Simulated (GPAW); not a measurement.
Two runs for the Ti K edge of atom 3 in Sr2Ti2O5 (Cmmm). Run A: GPAW, LDA, excited-electron core hole (neutral cell), 18-atom cell with 6.8 Å between holes, 3×3×3 k points, dipole transitions, Gaussian full width 0.94 eV up to 4 eV, rising linearly to 3.5 eV at 25 eV. Run B has a fault in its input.

Energy from the lowest empty level; intensity scaled to a mean of 1 over the first 20 eV:

```csv
E (eV),A,B
-2.0,0.00,0.00
-1.5,0.00,0.00
-1.0,0.00,0.00
-0.5,0.02,0.03
0.0,0.09,0.09
0.5,0.14,0.13
1.0,0.15,0.21
1.5,0.21,0.29
2.0,0.27,0.34
2.5,0.26,0.44
3.0,0.29,0.72
3.5,0.38,0.85
4.0,0.48,0.74
4.5,0.50,0.62
5.0,0.37,0.59
5.5,0.21,0.43
6.0,0.16,0.29
6.5,0.16,0.23
7.0,0.17,0.23
7.5,0.20,0.29
8.0,0.27,0.39
8.5,0.36,0.52
9.0,0.49,0.66
9.5,0.66,0.80
10.0,0.86,0.95
10.5,1.03,1.14
11.0,1.13,1.33
11.5,1.24,1.52
12.0,1.47,1.74
12.5,1.80,1.91
13.0,2.10,1.93
13.5,2.27,1.76
14.0,2.24,1.51
14.5,2.05,1.32
15.0,1.81,1.26
15.5,1.65,1.32
16.0,1.61,1.42
16.5,1.65,1.52
17.0,1.71,1.60
17.5,1.74,1.64
18.0,1.76,1.65
18.5,1.76,1.63
19.0,1.75,1.60
19.5,1.73,1.59
20.0,1.71,1.61
20.5,1.70,1.65
21.0,1.72,1.68
21.5,1.77,1.68
22.0,1.82,1.64
22.5,1.86,1.57
23.0,1.85,1.48
23.5,1.79,1.38
24.0,1.70,1.30
24.5,1.60,1.24
25.0,1.51,1.21
25.5,1.45,1.21
26.0,1.44,1.24
26.5,1.46,1.28
27.0,1.50,1.33
27.5,1.55,1.37
28.0,1.59,1.39
28.5,1.61,1.38
29.0,1.60,1.34
29.5,1.56,1.28
30.0,1.48,1.20
30.5,1.39,1.12
31.0,1.30,1.06
31.5,1.23,1.02
32.0,1.19,0.99
```

What went wrong in run B?

The cutoff is far too low. The scaled spectrum changes by 19 % r.m.s. The highest intensity below 24 eV goes from 13.7 eV (2.28) to 12.8 eV (1.94). Other settings could leave a like mark; this is the one that was changed.

[Banner, clock and machine lines of the logs are left out without a mark of their own.]

[Logs are printed without paths, hosts, clocks, repeated set-up lines and the standing remarks that a program may print on its own settings, such as how far it seeks lower states.]

[Hosts, paths, dates, database ids (printed as entryN), source tags and the programs' standing remarks are cut or masked in the printed files.]

[Lists of maxima count a maximum above −3 eV only where it reaches 4 % of the highest in the window and stands out from its surroundings by 2 % of it (1.5 % where it reaches 55 %); shoulders and weaker maxima are passed over, and of the rest the first, up to two pre-edge ones and the few strongest are named.]
